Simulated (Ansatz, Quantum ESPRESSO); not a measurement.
# Evanescent states of NaCl, rock salt type, lattice constant set to 5.809 Å, part 4 of 4

Wanted: the complex band structure of NaCl, rock salt type, lattice constant set to 5.809 Å, as for a tunnel barrier.

Quantum ESPRESSO 7.5; plane-wave DFT, LDA, PseudoDojo norm-conserving pseudopotentials; cross-check by Ansatz 0.2.0 with PAW datasets.

So far. Step 2 (Self-consistent run): The run needed 8 iterations to bring the estimated error under 1e-09 Ry.

## (5) The same in Ansatz (continued)

Level of this step: plane-wave DFT, LDA, Ansatz PAW (Ansatz).

K across = (0, 0) in the cell's reciprocal vectors. Re kz of states that move upwards against energy, zero at the highest filled level of the SCF mesh:

| energy (eV) | channel 1 (Å⁻¹) | channel 2 (Å⁻¹) | channel 3 (Å⁻¹) |
| --- | --- | --- | --- |
| -2.07 | - | - | - |
| -1.84 | - | - | - |
| -1.38 | 0.278 | - | - |
| -1.15 | 0.450 | - | - |
| -0.92 | -0.511 | - | - |
| -0.46 | -0.311 | 0.286 | 0.286 |
| -0.23 | -0.470 | -0.470 | -0.207 |
| 0.00 | - | - | - |
| 0.46 | - | - | - |
| 0.69 | - | - | - |
| 0.92 | - | - | - |
| 1.38 | - | - | - |
| 1.61 | - | - | - |
| 1.84 | - | - | - |
| 2.30 | - | - | - |
| 2.53 | - | - | - |
| 2.99 | - | - | - |
| 3.22 | - | - | - |
| 3.45 | - | - | - |
| 3.91 | - | - | - |
| 4.14 | - | - | - |
| 4.37 | - | - | - |
| 4.83 | 0.223 | - | - |
| 5.06 | 0.281 | - | - |
| 5.29 | 0.333 | - | - |
| 5.75 | 0.429 | - | - |
| 5.98 | 0.477 | - | - |
| 6.21 | 0.525 | - | - |
| 6.67 | -0.441 | - | - |
| 6.90 | -0.345 | 0.0303 | - |

K across = (1/2, 0) in the cell's reciprocal vectors; values within 0.0025 1/Å of each other count once, columns are sorted by size at each energy, a dash where no further value was kept. Table of Im kz of the slowest decaying states by energy, zero at the highest filled level of the SCF mesh:

| energy (eV) | decay 1 (Å⁻¹) | decay 2 (Å⁻¹) | decay 3 (Å⁻¹) |
| --- | --- | --- | --- |
| -2.07 | 0.335 | 1.44 | - |
| -1.84 | 0.176 | 1.42 | - |
| -1.61 | 1.39 | 1.49 | - |
| -1.38 | 1.37 | 1.43 | - |
| -1.15 | 0.137 | 1.35 | 1.37 |
| -0.92 | 0.140 | 1.30 | 1.32 |
| -0.69 | 1.20 | 1.30 | - |
| -0.46 | 1.06 | 1.28 | - |
| -0.23 | 0.100 | 1.25 | - |
| 0.00 | 0.263 | 1.01 | 1.23 |
| 0.46 | 0.424 | 1.15 | 1.18 |
| 0.69 | 0.473 | 1.16 | 1.18 |
| 0.92 | 0.512 | 1.14 | 1.20 |
| 1.15 | 0.543 | 1.12 | 1.20 |
| 1.38 | 0.568 | 1.10 | 1.21 |
| 1.61 | 0.588 | 1.08 | 1.21 |
| 1.84 | 0.604 | 1.06 | 1.20 |
| 2.07 | 0.616 | 1.04 | 1.20 |
| 2.30 | 0.624 | 1.02 | 1.19 |
| 2.53 | 0.629 | 0.997 | 1.19 |
| 2.76 | 0.631 | 0.979 | 1.18 |
| 2.99 | 0.631 | 0.960 | 1.17 |
| 3.22 | 0.627 | 0.942 | 1.15 |
| 3.45 | 0.621 | 0.924 | 1.14 |
| 3.68 | 0.613 | 0.906 | 1.13 |
| 3.91 | 0.602 | 0.888 | 1.11 |
| 4.14 | 0.589 | 0.869 | 1.10 |
| 4.37 | 0.573 | 0.851 | 1.08 |
| 4.83 | 0.534 | 0.814 | 1.05 |
| 5.06 | 0.509 | 0.794 | 1.03 |
| 5.29 | 0.481 | 0.774 | 1.01 |
| 5.52 | 0.449 | 0.754 | 0.991 |
| 5.75 | 0.412 | 0.733 | 0.970 |
| 5.98 | 0.367 | 0.711 | 0.949 |
| 6.21 | 0.311 | 0.688 | 0.927 |
| 6.44 | 0.235 | 0.663 | 0.904 |
| 6.67 | 0.0996 | 0.638 | 0.880 |
| 6.90 | 0.610 | 0.855 | - |

K across = (1/2, 1/2) in the cell's reciprocal vectors; values within 0.0025 1/Å of each other count once, columns are sorted by size at each energy, a dash where no further value was kept. Table of Im kz of the slowest decaying states by energy, zero at the highest filled level of the SCF mesh:

| energy (eV) | decay 1 (Å⁻¹) | decay 2 (Å⁻¹) |
| --- | --- | --- |
| -2.07 | 0.547 | 0.700 |
| -1.84 | 0.427 | 0.662 |
| -1.61 | 0.237 | 0.618 |
| -1.38 | 0.563 | - |
| -1.15 | 0.493 | - |
| -0.92 | 0.386 | - |
| -0.69 | 0.0914 | - |
| -0.46 | 0.173 | 0.234 |
| -0.23 | 0.324 | 0.391 |
| 0.00 | 0.407 | 0.462 |
| 0.46 | 0.507 | 0.536 |
| 0.69 | 0.541 | 0.557 |
| 0.92 | 0.567 | 0.573 |
| 1.15 | 0.583 | 0.587 |
| 1.38 | 0.591 | 0.603 |
| 1.61 | 0.595 | 0.616 |
| 1.84 | 0.598 | 0.626 |
| 2.07 | 0.598 | 0.633 |
| 2.30 | 0.596 | 0.637 |
| 2.53 | 0.593 | 0.640 |
| 2.76 | 0.587 | 0.641 |
| 2.99 | 0.581 | 0.64 |
| 3.22 | 0.573 | 0.637 |
| 3.45 | 0.563 | 0.633 |
| 3.68 | 0.552 | 0.628 |
| 3.91 | 0.540 | 0.621 |
| 4.14 | 0.526 | 0.612 |
| 4.37 | 0.510 | 0.602 |
| 4.83 | 0.474 | 0.578 |
| 5.06 | 0.452 | 0.563 |
| 5.29 | 0.428 | 0.547 |
| 5.52 | 0.402 | 0.529 |
| 5.75 | 0.371 | 0.508 |
| 5.98 | 0.336 | 0.486 |
| 6.21 | 0.295 | 0.460 |
| 6.44 | 0.244 | 0.431 |
| 6.67 | 0.175 | 0.398 |
| 6.90 | 0.359 | 1.49 |

K across = (1/4, 0) in the cell's reciprocal vectors; values within 0.0025 1/Å of each other count once, columns are sorted by size at each energy, a dash where no further value was kept. The Im kz of the slowest decaying states by energy, zero at the highest filled level of the SCF mesh:

| energy (eV) | decay 1 (Å⁻¹) | decay 2 (Å⁻¹) | decay 3 (Å⁻¹) |
| --- | --- | --- | --- |
| -2.07 | 0.472 | 1.13 | 1.22 |
| -1.84 | 0.385 | 1.07 | 1.19 |
| -1.38 | 0.918 | 1.13 | - |
| -1.15 | 0.0934 | 0.822 | 1.10 |
| -0.92 | 0.702 | 1.08 | - |
| -0.46 | 0.150 | 0.153 | 1.03 |
| -0.23 | 0.103 | 1.01 | - |
| 0.00 | 0.211 | 0.249 | 0.985 |
| 0.46 | 0.412 | 0.639 | 0.949 |
| 0.69 | 0.465 | 0.725 | 0.933 |
| 0.92 | 0.505 | 0.788 | 0.918 |
| 1.38 | 0.561 | 0.878 | 0.889 |
| 1.61 | 0.580 | 0.876 | 0.912 |
| 1.84 | 0.595 | 0.863 | 0.941 |
| 2.30 | 0.614 | 0.836 | 0.990 |
| 2.53 | 0.619 | 0.823 | 1.01 |
| 2.99 | 0.621 | 0.795 | 1.06 |
| 3.22 | 0.619 | 0.781 | 1.08 |
| 3.45 | 0.614 | 0.766 | 1.12 |
| 3.91 | 0.597 | 0.734 | 1.16 |
| 4.14 | 0.585 | 0.717 | 1.15 |
| 4.37 | 0.526 | 0.612 | 0.700 |
| 4.83 | 0.384 | 0.662 | 0.669 |
| 5.06 | 0.311 | 0.642 | 0.681 |
| 5.29 | 0.217 | 0.62 | 0.689 |
| 5.75 | 0.572 | 0.699 | 0.999 |
| 5.98 | 0.546 | 0.702 | 0.973 |
| 6.21 | 0.517 | 0.704 | 0.947 |
| 6.67 | 0.451 | 0.706 | 0.883 |
| 6.90 | 0.411 | 0.708 | 0.837 |

## (6) The arithmetic

T falls as exp(−2κd). With κ = 0.358 1/Å, 10 Å of barrier pass exp(−2 × 0.358 × 10) = 7.8e-4 of that channel, interfaces aside.

## (7) What came out

```json
{
 "gap on the SCF mesh": "4.38 eV",
 "smallest κ at mid-gap among the four k points, at the zone centre": "0.358 Å⁻¹",
 "peak of the smallest κ in the stop band at the zone centre": "0.360 Å⁻¹",
 "peak of the smallest κ in the stop band at (1/2, 0)": "0.631 Å⁻¹",
 "peak of the smallest κ in the stop band at (1/4, 0)": "0.622 Å⁻¹",
 "energy of the peak at the zone centre, over the highest filled level": "1.84 eV",
 "peak at the zone centre by Ansatz": "0.359 Å⁻¹"
}
```

What this shows: With a gap of 4.38 eV on the mesh, the smallest κ at mid-gap among the four k points, at the zone centre is 0.358 Å⁻¹ (LDA, PseudoDojo norm-conserving). For a barrier with the Fermi level at mid-gap the slowest state found, at the zone centre, loses a factor of ten in probability every 3.2 Å or so. Stop bands away from the zone centre are mostly wider than the gap, so their peaks can lie above the conduction bottom. At the zone centre pwcond's peak is 0.360 and Ansatz's 0.359 1/Å, 0 % apart. The cell is the a/√2 one, turned by 45°, with two primitive cells, so X along [001] folds onto kz = 0. A semilocal gap is too small, often by a third to a half and by more in narrow-gap crystals, so real barriers decay faster.

[Logs are printed without paths, hosts, clocks, repeated set-up lines and the standing remarks that a program may print on its own settings, such as how far it seeks lower states.]

[Hosts, paths, dates, database ids (printed as entryN), source tags and the programs' standing remarks are cut or masked in the printed files.]

[Maps of the electrostatic potential energy from Ansatz leave out the sawtooth potential of an applied field or a dipole correction, so their vacuum need not be flat; planar profiles and work functions include it.]
